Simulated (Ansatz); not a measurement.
## Relaxing Sr2MgAl3(011) slab (48 atoms)

Wanted: the relaxed structure of Sr2MgAl3(011) slab (48 atoms) and its electronic structure.

Program: Ansatz 0.2.0. Level of theory: Kohn-Sham DFT, PBE, PAW (set soft_2), plane waves. Results are calculated unless marked as measured.

Most raw output is cut from this account.

### Step 1. The starting structure

The cell holds 48 atoms: 16 Sr, 8 Mg and 24 Al. Cell: a = 12.740 Å, b = 11.975 Å, c = 22.884 Å, α = 90.0°, β = 90.0°, γ = 105.4°. It derives from Sr2MgAl3 (P6_3/mmc, COD entry). P6_3/mmc (COD entry) Sr2MgAl3 (cell 6.37, 6.37, 10.14, 90, 90, 120), (011) slab of 2 repeat layers, 2 x 1 surface cells, 14 Å of vacuum; atoms within 2.91 Å of the bottom held; every coordinate displaced by a Gaussian of 0.05 Å. Vacuum lies along c.

### Step 2. Single point at the start

The forces at the start show how far the geometry lies from a minimum of this functional.

File input.yaml:

```yaml
crystal:
  lattice:
    - [12.7398, 0.0, 0.0]
    - [-3.18495, 11.54345, 0.0]
    - [0.0, 0.0, 22.884]
  atoms:
    - { symbol: Sr, position: [0.50544, 0.06933, 0.48176] }
    - { symbol: Sr, position: [0.3245, 0.38763, 0.30688] }
    - { symbol: Sr, position: [0.2509, 0.07939, 0.38267] }
    - { symbol: Sr, position: [0.11027, 0.54797, 0.35205] }
    - { symbol: Mg, position: [0.47217, 0.96957, 0.32622] }
    - { symbol: Mg, position: [0.37968, 0.58213, 0.43297] }
    - { symbol: Al, position: [0.41114, 0.68718, 0.31119] }
    - { symbol: Al, position: [0.06323, 0.80886, 0.41458] }
[... 36 atom lines left out ...]
    - { symbol: Al, position: [0.61449, 0.04045, 0.6282] }
    - { symbol: Al, position: [0.84127, 0.45574, 0.55723] }
    - { symbol: Al, position: [0.50658, 0.58549, 0.6668] }
    - { symbol: Al, position: [0.7509, 0.57568, 0.66409] }
kpoints:
  mp_grid: { grid: [2, 2, 1] }
hamiltonian:
  xc: pbe
scf:
  occupations: { method: methfessel_paxton, width: 0.15 }
output:
  forces: true
```

Started as:

```
$ ansatz run input.yaml --threads 4 --pin off --max-ram 8192MiB --backend cpu --events-out ev --progress --plain --runs-dir out
```

Wall time 50 s (4 threads of Arm Neoverse V2, shared host); peak memory 4.6 GiB; 3.2 min of CPU time.

The program notes that it cut back its work space to fit the memory limit.

Read from the output:

```yaml
free_energy: -84989.0005 eV
free_energy_per_atom: -1770.6042 eV/atom
scf_cycles: 8
r_m_s_force_component: 0.2244 eV/Å
longest_force: 0.914 eV/Å
fermi_energy: 0.6158 eV
```

The r.m.s. force component of 0.22 eV/Å sets the starting point.

Neighbours are counted within 3.56 Å (Al-Al), 4.12 Å (Al-Sr), 3.50 Å (Al-Mg), 4.34 Å (Sr-Sr), 4.17 Å (Sr-Mg), cutoffs set anew for this text.

Length of the force by element and coordination:

| element | coordination | atoms | mean length of the force (eV/Å) | spread | least | most |
| --- | --- | --- | --- | --- | --- | --- |
| Al | all | 24 | 0.344 | 0.243 | 0.0566 | 0.914 |
| Al | 7 | 2 | 0.905 | 0.0089 | 0.896 | 0.914 |
| Al | 8 | 4 | 0.548 | 0.044 | 0.498 | 0.618 |
| Al | 9 | 6 | 0.435 | 0.0426 | 0.360 | 0.478 |
| Al | 11 | 4 | 0.13 | 0.0438 | 0.075 | 0.189 |
| Al | 12 | 8 | 0.140 | 0.0576 | 0.0566 | 0.234 |
| Mg | all | 8 | 0.326 | 0.165 | 0.119 | 0.643 |
| Mg | 7 | 2 | 0.577 | 0.0663 | 0.511 | 0.643 |
| Mg | 8 | 2 | 0.214 | 0.0816 | 0.132 | 0.295 |
| Mg | 12 | 4 | 0.257 | 0.0811 | 0.119 | 0.325 |
| Sr | all | 16 | 0.330 | 0.107 | 0.125 | 0.543 |
| Sr | 8 | 2 | 0.246 | 0.0559 | 0.190 | 0.301 |
| Sr | 9 | 2 | 0.343 | 0.0148 | 0.328 | 0.358 |
| Sr | 12 | 2 | 0.416 | 0.0963 | 0.319 | 0.512 |
| Sr | 13 | 2 | 0.315 | 0.0875 | 0.227 | 0.402 |
| Sr | 14 | 2 | 0.326 | 0.082 | 0.244 | 0.408 |
| Sr | 15 | 2 | 0.473 | 0.0701 | 0.403 | 0.543 |
| Sr | 16 | 4 | 0.262 | 0.0894 | 0.125 | 0.349 |

### Step 3. Relaxation

The atoms are relaxed in the fixed cell, aiming at the force tolerance of the input.

input.yaml, as its differences from that of step 2:

```diff
@@ -15 +15,6 @@
   forces: true
+relax:
+  f_tol: 0.05
+  max_steps: 47
+  constraints:
+    - { sites: [1, 2, 3, 4, 6, 7, 8, 9, 25, 26, 27, 28, 30, 31, 32, 33], fix: xyz }
```

Elapsed: 4.1 min, on 4 threads; peak memory 4.7 GiB.

Relaxation path:

| step | energy less that of the first step (eV) | largest force component, free atoms (eV/Å) |
| --- | --- | --- |
| 1 | 0.0000 | 0.5412 |
| 2 | -0.9097 | 0.4712 |
| 3 | -1.5078 | 0.3190 |
| 4 | -2.0171 | 0.2342 |
| 5 | -2.3696 | 0.0971 |
| 6 | -2.4695 | 0.0480 |

The atoms that moved most (Å):

| atom | dx | dy | dz | length |
| --- | --- | --- | --- | --- |
| Al47 | 0.116 | -0.305 | -0.838 | 0.899 |
| Al21 | 0.130 | -0.043 | -0.831 | 0.843 |
| Al48 | -0.131 | -0.205 | -0.783 | 0.820 |
| Al44 | -0.126 | -0.003 | -0.807 | 0.817 |
| Al24 | -0.196 | -0.149 | -0.760 | 0.799 |
| Al20 | -0.234 | -0.017 | -0.762 | 0.797 |
| Al23 | 0.030 | -0.161 | -0.779 | 0.796 |
| Al45 | 0.217 | -0.092 | -0.742 | 0.779 |

The relaxation changed the energy by -51.4 meV/atom, and atoms moved by 0.44 Å r.m.s., 0.90 Å at most.

### Step 4. Local order after relaxation

Bonds before and after, by the cutoffs listed below:

| pair | bonds before | bonds after | mean before (Å) | mean after (Å) | spread before (Å) | spread after (Å) |
| --- | --- | --- | --- | --- | --- | --- |
| Al-Sr | 118 | 118 | 3.700 | 3.591 | 0.081 | 0.126 |
| Al-Mg | 42 | 41 | 3.142 | 3.093 | 0.071 | 0.109 |
| Sr-Sr | 26 | 26 | 3.878 | 3.818 | 0.084 | 0.140 |
| Sr-Mg | 36 | 36 | 3.726 | 3.621 | 0.086 | 0.112 |

Normalised to the volume that the atoms fill. Pair distribution functions g(r), in bins of 0.2 Å:

| r (Å) | total | Al-Al | Al-Sr | Al-Mg | Sr-Sr | Sr-Mg | Mg-Mg |
| --- | --- | --- | --- | --- | --- | --- | --- |
| 2.70 | 0.14 | 0.55 | 0.00 | 0.00 | 0.00 | 0.00 | 0.00 |
| 2.90 | 1.92 | 4.55 | 0.00 | 4.63 | 0.00 | 0.00 | 0.00 |
| 3.10 | 1.77 | 1.90 | 0.00 | 7.75 | 0.00 | 0.00 | 0.00 |
| 3.30 | 0.96 | 1.37 | 1.42 | 0.89 | 0.00 | 0.00 | 0.00 |
| 3.50 | 3.06 | 0.68 | 5.99 | 0.52 | 0.78 | 6.46 | 0.00 |
| 3.70 | 3.20 | 0.00 | 6.61 | 0.00 | 3.69 | 5.27 | 0.00 |
| 3.90 | 0.56 | 0.00 | 0.42 | 0.00 | 2.51 | 1.28 | 0.00 |
| 4.10 | 0.16 | 0.00 | 0.00 | 0.00 | 1.46 | 0.00 | 0.00 |
| 4.30 | 0.00 | 0.00 | 0.00 | 0.00 | 0.00 | 0.00 | 0.00 |
| 4.50 | 0.00 | 0.00 | 0.00 | 0.00 | 0.00 | 0.00 | 0.00 |
| 4.70 | 0.05 | 0.00 | 0.00 | 0.00 | 0.00 | 0.00 | 1.67 |
| 4.90 | 0.20 | 0.35 | 0.00 | 0.64 | 0.00 | 0.00 | 0.00 |
| 5.10 | 0.70 | 1.36 | 0.24 | 1.45 | 0.00 | 0.00 | 1.45 |
| 5.30 | 0.95 | 1.28 | 0.28 | 2.79 | 0.00 | 0.33 | 1.35 |
| 5.50 | 1.50 | 2.08 | 1.64 | 1.67 | 0.00 | 1.39 | 0.00 |
| 5.70 | 1.35 | 0.52 | 2.42 | 0.98 | 0.14 | 2.18 | 0.00 |
| 5.90 | 0.99 | 0.95 | 1.65 | 0.00 | 0.41 | 1.36 | 0.00 |
| 6.10 | 0.96 | 1.68 | 0.21 | 0.00 | 3.16 | 0.00 | 4.04 |
| 6.30 | 1.11 | 1.85 | 0.00 | 0.08 | 4.51 | 0.35 | 3.27 |
| 6.50 | 0.55 | 1.15 | 0.15 | 0.52 | 0.34 | 0.68 | 0.45 |
| 6.70 | 0.30 | 0.14 | 0.00 | 0.49 | 0.00 | 1.67 | 0.00 |
| 6.90 | 0.96 | 1.75 | 0.49 | 0.99 | 0.49 | 1.31 | 0.00 |
| 7.10 | 0.81 | 0.46 | 0.93 | 1.63 | 0.65 | 0.38 | 0.00 |
| 7.30 | 0.79 | 0.00 | 1.03 | 0.30 | 1.94 | 1.60 | 0.00 |
| 7.50 | 0.24 | 0.00 | 0.17 | 0.56 | 0.51 | 0.34 | 0.00 |
| 7.70 | 0.25 | 0.50 | 0.00 | 0.57 | 0.00 | 0.00 | 0.95 |
| 7.90 | 0.40 | 0.34 | 0.28 | 0.75 | 0.00 | 0.00 | 3.60 |

Bonds by pair of elements; cutoffs follow the first minimum of g(r), held within bounds set by covalent radii, and pairs that aren't listed don't count as bonded (cutoffs were set anew for this text, so counts can differ from the run's own analysis):

| pair A-B | cutoff (Å) | bonds | mean length (Å) | spread (Å) | shortest (Å) | B about A | A about B |
| --- | --- | --- | --- | --- | --- | --- | --- |
| Al-Al | 3.33 | 36 | 3.02 | 0.178 | 2.79 | 3 | 3 |
| Al-Sr | 4.06 | 118 | 3.59 | 0.126 | 3.28 | 4.92 | 7.38 |
| Al-Mg | 3.5 | 41 | 3.09 | 0.109 | 2.94 | 1.71 | 5.12 |
| Sr-Sr | 4.23 | 26 | 3.82 | 0.14 | 3.49 | 3.25 | 3.25 |
| Sr-Mg | 4 | 36 | 3.62 | 0.112 | 3.42 | 2.25 | 4.5 |

The cutoff for Al-Al falls short of the minimum of g(r), so counts run low and odd coordinations can be artefacts.

How many atoms have how many bonded neighbours:

| element | mean | 7 | 8 | 9 | 11 | 12 | 13 | 14 | 15 | 16 |
| --- | --- | --- | --- | --- | --- | --- | --- | --- | --- | --- |
| Al | 9.62 | 6 | 4 | 2 | 5 | 7 | 0 | 0 | 0 | 0 |
| Mg | 9.62 | 2 | 2 | 0 | 1 | 3 | 0 | 0 | 0 | 0 |
| Sr | 12.9 | 0 | 2 | 2 | 0 | 2 | 2 | 2 | 2 | 4 |

Bond length by coordination (bonds to H left out):

| element | coordination | atoms | mean bond length (Å) |
| --- | --- | --- | --- |
| Al | 7 | 6 | 3.29 |
| Al | 8 | 4 | 3.27 |
| Al | 9 | 2 | 3.45 |
| Al | 11 | 5 | 3.33 |
| Al | 12 | 7 | 3.33 |
| Mg | 7 | 2 | 3.36 |
| Mg | 8 | 2 | 3.28 |
| Mg | 11 | 1 | 3.33 |
| Mg | 12 | 3 | 3.36 |
| Sr | 8 | 2 | 3.66 |
| Sr | 9 | 2 | 3.68 |
| Sr | 12 | 2 | 3.66 |
| Sr | 13 | 2 | 3.67 |
| Sr | 14 | 2 | 3.64 |
| Sr | 15 | 2 | 3.68 |
| Sr | 16 | 4 | 3.63 |

First main peaks of g(r), for some of the pairs, lie near 2.87 Å (Al-Al), 3.64 Å (Al-Sr), 3.08 Å (Al-Mg), 3.79 Å (Sr-Sr) and 3.57 Å (Sr-Mg).

### Step 5. Single point at the relaxed geometry

The electronic structure is read at the final geometry, in a run of its own.

File input.yaml:

```yaml
crystal:
  lattice:
    - [12.7398, 0.0, 0.0]
    - [-3.18495, 11.54345, 0.0]
    - [0.0, 0.0, 22.884]
  atoms:
    - { symbol: Sr, position: [0.49383, 0.0553, 0.47251] }
    - { symbol: Sr, position: [0.3245, 0.38763, 0.30688] }
    - { symbol: Sr, position: [0.2509, 0.07939, 0.38267] }
    - { symbol: Sr, position: [0.11027, 0.54797, 0.35205] }
    [... 38 atom lines left out ...]
    - { symbol: Al, position: [0.70583, 0.9087, 0.50604] }
    - { symbol: Al, position: [0.85391, 0.03439, 0.59625] }
    - { symbol: Al, position: [0.62954, 0.03251, 0.59576] }
    - { symbol: Al, position: [0.84832, 0.45817, 0.54456] }
    - { symbol: Al, position: [0.50909, 0.55906, 0.63019] }
    - { symbol: Al, position: [0.73617, 0.5579, 0.62989] }
kpoints:
  mp_grid: { grid: [2, 2, 1] }
hamiltonian:
  xc: pbe
scf:
  occupations: { method: methfessel_paxton, width: 0.15 }
output:
  forces: true
  populations: true
  dos:
    method: { smearing: { sigma: 0.15 } }
    de: 0.1
    projected: { site_lists: { Al: [Al], Mg: [Mg], Sr: [Sr] } }
  eigenvalues: true
  write_density: true
  write_potential: true
  volumetric_format: npy
  elf: true
```

Run time: 1.7 min. Hardware: 4 threads; peak memory 6.3 GiB.

The program notes that the exchange-correlation potential is rough where the density is thin.

The run gave:

* free energy: -84991.4700 eV
* free energy per atom: -1770.6556 eV/atom
* SCF cycles: 9
* r.m.s. force component: 0.1596 eV/Å
* longest force: 0.9079 eV/Å
* Fermi energy: 0.6537 eV
* levels partly filled by over 2 per cent: 17
* potential in mid-vacuum, over the Fermi level: 3.099 eV
* potential 4.5 Å over the upper face: 3.087 eV
* potential 4.5 Å under the lower face: 3.11 eV
* spilling of the projection: 0.02266

Length of the force by element:

| element | coordination | atoms | mean length of the force (eV/Å) | spread | least | most |
| --- | --- | --- | --- | --- | --- | --- |
| Al | all | 24 | 0.152 | 0.242 | 0.0027 | 0.908 |
| Mg | all | 8 | 0.156 | 0.204 | 0.0217 | 0.584 |
| Sr | all | 16 | 0.170 | 0.211 | 0.0118 | 0.664 |

Density of states as counts of states in windows of 1 eV (from the Fermi level), total and the larger projections:

| from (eV) | to (eV) | total | Al p | Al s | Sr s | Mg s | Sr p |
| --- | --- | --- | --- | --- | --- | --- | --- |
| -18 | -17 | 53.6 | 0.5 | 0.1 | 0.1 | 0.0 | 52.9 |
| -17 | -8 | 0.0 | 0.0 | 0.0 | 0.0 | 0.0 | 0.0 |
| -8 | -7 | 0.9 | 0.1 | 0.5 | 0.2 | 0.1 | 0.0 |
| -7 | -6 | 10.7 | 2.0 | 6.6 | 1.1 | 0.8 | 0.1 |
| -6 | -5 | 9.9 | 3.1 | 5.6 | 0.6 | 0.5 | 0.1 |
| -5 | -4 | 8.0 | 2.9 | 4.0 | 0.6 | 0.4 | 0.1 |
| -4 | -3 | 18.9 | 6.8 | 8.8 | 1.2 | 1.4 | 0.1 |
| -3 | -2 | 12.4 | 6.3 | 3.2 | 0.9 | 1.5 | 0.1 |
| -2 | -1 | 24.2 | 16.9 | 1.9 | 2.6 | 1.2 | 0.2 |
| -1 | 0 | 34.3 | 23.9 | 2.4 | 2.5 | 0.9 | 0.2 |
| 0 | 1 | 34.5 | 17.8 | 2.3 | 3.3 | 1.7 | 0.1 |
| 1 | 2 | 40.4 | 9.4 | 2.2 | 4.8 | 1.8 | 0.0 |

Between -26 and -18 eV lie 42 more states.

About 97 of the 312 electrons lie in deeper levels, below the stored range.

The levels nearest the highest filled one (over half full), pooled over k-points and spins:

| level less the highest filled one (eV) | occupation |
| --- | --- |
| -0.0426 | 1.47 |
| -0.0167 | 1.19 |
| -0.0144 | 1.17 |
| -0.0137 | 1.16 |
| -0.0092 | 1.11 |
| 0 | 1.01 |
| 0.0283 | 0.693 |
| 0.0601 | 0.384 |
| 0.0629 | 0.36 |
| 0.0634 | 0.355 |
| 0.101 | 0.103 |
| 0.105 | 0.084 |

Planar average of the electrostatic potential energy along the normal, with the Fermi level as zero, after a running mean with a triangular window 4 Å wide at its base:

| height (Å) | potential energy (eV) |
| --- | --- |
| 0.0 | 3.10 |
| 0.7 | 3.10 |
| 1.3 | 3.11 |
| 2.0 | 3.11 |
| 2.6 | 3.11 |
| 3.3 | 3.09 |
| 3.9 | 3.04 |
| 4.6 | 2.81 |
| 5.1 | 2.23 |
| 5.9 | 0.78 |
| 6.4 | -0.86 |
| 7.2 | -2.88 |
| 7.9 | -4.07 |
| 8.4 | -4.34 |
| 9.2 | -4.20 |
| 9.7 | -4.11 |
| 10.4 | -4.19 |
| 11.0 | -4.43 |
| 11.7 | -4.79 |
| 12.3 | -4.93 |
| 13.0 | -4.83 |
| 13.6 | -4.30 |
| 14.3 | -3.22 |
| 14.9 | -1.99 |
| 15.6 | -0.27 |
| 16.3 | 1.34 |
| 16.9 | 2.25 |
| 17.6 | 2.86 |
| 18.2 | 3.01 |
| 18.9 | 3.07 |
| 19.5 | 3.08 |
| 20.2 | 3.09 |
| 20.7 | 3.09 |
| 21.5 | 3.09 |
| 22.0 | 3.10 |
| 22.7 | 3.10 |

ELF in the ca plane at fractional y = 0.558, with atoms of Sr and Mg and Al within 0.2 Å of it. It is the smooth field of the valence electrons, not physical close to the nuclei.

Ten even steps from '0' (0.00) to '9' (0.84), each cell a mean:
```
64322344434334457886223898742100000000000000
88766521111477887777778987532100000000000000
98876214441289987665567765421000000000000000
98876214441279987765677765421000000000000000
87766521111467777777768987532100000000000000
54323454443322346786232798742100000000000000
11122113431112113684142698642100000000000000
16899721111588741377656886531100000000000000
59846971004998982257888765321000000000000000
49956971004999982268888875321000000000000000
15898621111477631477434787532100000000000000
21121123431111114784162698742100000000000000
76433454333333457887324898742100000000000000
88776521111478887777778987532100000000000000
88877314442279987765566665321000000000000000
88776314442279987765667765321000000000000000
77666521111467777777778987532100000000000000
54333454433322346786223898642100000000000000
11111123431111113684152698642100000000000000
14788621111588741477546887531100000000000000
49967971004999982267888765321000000000000000
49845971004999972267888865321000000000000000
16899731111467621477435887532100000000000000
11222113431111114784152698642100000000000000
```
Columns run along c (16.0 Å, from fractional 0.30 to 1.00 of the cell), rows up along a (12.7 Å). Atoms in or near the plane, at fractional coordinates: Sr at (0.35, 0.11), Mg at (0.43, 0.37), Al at (0.63, 0.01), Al at (0.63, 0.23), Sr at (0.35, 0.62), Mg at (0.43, 0.87), Al at (0.63, 0.51), Al at (0.63, 0.74).

Valence density in the ca plane at fractional y = 0.558, with atoms of Sr and Mg and Al within 0.2 Å of it. It is the smooth field of the valence electrons, not physical close to the nuclei.

Values in units of 1e0 e/Å³, 13 rows by 16 columns, each cell a mean:
```
0.0 0.0 0.0 0.1 0.1 0.1 0.1 0.1 0.1 0.2 0.2 0.1 0.0 0.0 0.0 0.0
0.0 0.0 0.0 0.1 0.1 1.6 7.7 0.1 0.1 0.1 0.1 0.1 0.0 0.0 0.0 0.0
0.0 0.0 0.0 0.1 0.1 0.2 0.6 0.1 0.1 0.2 0.2 0.1 0.0 0.0 0.0 0.0
0.0 0.0 0.0 0.1 0.2 0.1 0.1 0.2 0.2 0.1 0.1 0.1 0.1 0.0 0.0 0.0
0.0 0.0 0.0 0.6 2.1 0.7 0.1 1.4 1.3 0.1 0.2 0.1 0.0 0.0 0.0 0.0
0.0 0.0 0.0 0.4 1.6 0.5 0.1 0.9 0.8 0.1 0.2 0.1 0.0 0.0 0.0 0.0
0.0 0.0 0.0 0.1 0.1 0.1 0.1 0.1 0.1 0.2 0.1 0.1 0.1 0.0 0.0 0.0
0.0 0.0 0.1 0.1 0.1 0.6 3.2 0.1 0.1 0.2 0.2 0.1 0.0 0.0 0.0 0.0
0.0 0.0 0.1 0.1 0.1 1.0 5.7 0.1 0.1 0.1 0.1 0.1 0.0 0.0 0.0 0.0
0.0 0.0 0.0 0.1 0.1 0.1 0.1 0.1 0.1 0.2 0.1 0.1 0.0 0.0 0.0 0.0
0.0 0.0 0.0 0.2 0.9 0.3 0.1 0.6 0.6 0.1 0.2 0.1 0.0 0.0 0.0 0.0
0.0 0.0 0.0 0.6 2.4 0.8 0.1 1.5 1.3 0.1 0.2 0.1 0.0 0.0 0.0 0.0
0.0 0.0 0.0 0.1 0.6 0.2 0.1 0.2 0.2 0.1 0.1 0.1 0.0 0.0 0.0 0.0
```
Columns run along c (16.0 Å, from fractional 0.16 to 0.86 of the cell), rows up along a (12.7 Å). Atoms in or near the plane, at fractional coordinates: Sr at (0.35, 0.11), Mg at (0.43, 0.37), Al at (0.63, 0.01), Al at (0.63, 0.23), Sr at (0.35, 0.62), Mg at (0.43, 0.87), Al at (0.63, 0.51), Al at (0.63, 0.74).

Within 0.4 eV of the Fermi level the largest share is Al p (78 % of the projected weight). The potential stands 3.09 eV above the Fermi level over the upper face and 3.11 eV under the lower one, a reading of the work function, with no dipole correction.

The surroundings of Al10, picked at random, nearest first, numbered as they follow in the input and with coordinates relative to it.

| atom | x | y | z | distance (Å) | bonds | Fx | Fy | Fz (eV/Å) |
| --- | --- | --- | --- | --- | --- | --- | --- | --- |
| Al10 | 0.00 | 0.00 | 0.00 | 0.00 | 9 | 0.010 | 0.055 | 0.106 |
| Al11 | 1.54 | 1.17 | 2.12 | 2.87 | 12 | 0.006 | 0.003 | -0.013 |
| Al36 | -1.57 | 1.18 | 2.15 | 2.91 | 12 | -0.008 | -0.001 | -0.005 |
| Mg29 | 0.10 | -3.18 | -0.35 | 3.20 | 7 | -0.158 | -0.322 | 0.218 |
| Sr25 | 0.00 | -2.07 | 2.88 | 3.55 | 16 | -0.002 | 0.012 | -0.015 |
| Sr26 | -3.08 | 1.57 | -0.91 | 3.57 | 9 | -0.208 | 0.017 | -0.062 |
| Sr4 | -0.09 | 3.58 | 0.16 | 3.58 | 12 | 0.255 | 0.437 | -0.429 |
| Sr2 | 3.15 | 1.73 | -0.87 | 3.70 | 9 | 0.034 | -0.283 | -0.097 |
| Sr3 | 3.20 | -1.83 | 0.86 | 3.78 | 13 | 0.041 | 0.050 | -0.270 |
| Sr27 | -3.27 | -1.75 | 0.91 | 3.82 | 13 | 0.230 | -0.196 | -0.308 |
| Mg17 | 3.19 | -0.37 | 4.02 | 5.15 | 11 | -0.005 | -0.009 | 0.032 |
| Mg41 | -3.17 | -0.39 | 4.06 | 5.16 | 12 | 0.003 | -0.024 | 0.047 |
| Sr15 | 0.01 | 0.82 | 5.22 | 5.29 | 14 | -0.003 | 0.013 | -0.004 |

The column of bonds counts only the pairs Al-Al within 3.33 Å, Al-Sr within 4.06 Å, Al-Mg within 3.50 Å, Sr-Sr within 4.23 Å, Sr-Mg within 4.00 Å; other neighbours, such as metal atoms beside each other in a compound, aren't counted, and periodic images can show an atom twice.

### Step 6. Summary of results

```yaml
energy_change_in_the_relaxation: -51.45 meV/atom
r_m_s_displacement: 0.443 Å
largest_displacement: 0.899 Å
free_energy_per_atom: -1770.6556 eV/atom
r_m_s_force_component: 0.1596 eV/Å
potential_in_mid_vacuum_over_the_fermi_level: 3.099 eV
wall_time_of_the_3_dft_runs: 6.7 min
```

In words: Relaxation lowers the energy by 51.4 meV/atom and moves atoms by 0.44 Å r.m.s.; the r.m.s. force component goes from 0.22 to 0.16 eV/Å, held atoms included. From the first step to the last the energy fell by 2.470 eV, and the largest move was 0.90 Å (Al47). The Al-Sr bonds go from 3.700 Å (spread 0.081) to 3.591 Å (spread 0.126). 17 levels are partly filled, by over 2 % (on the run's k-points), as in a metal. The potential stands 3.09 eV above the Fermi level over the upper face and 3.11 eV under the lower one, a reading of the work function, with no dipole correction.

**Limits.** 16 atoms were held in place, and force statistics include the forces on them.

[Logs are printed without paths, hosts, clocks, repeated set-up lines and the standing remarks that a program may print on its own settings, such as how far it seeks lower states.]

[Hosts, paths, dates, database ids (printed as entryN), source tags and the programs' standing remarks are cut or masked in the printed files.]
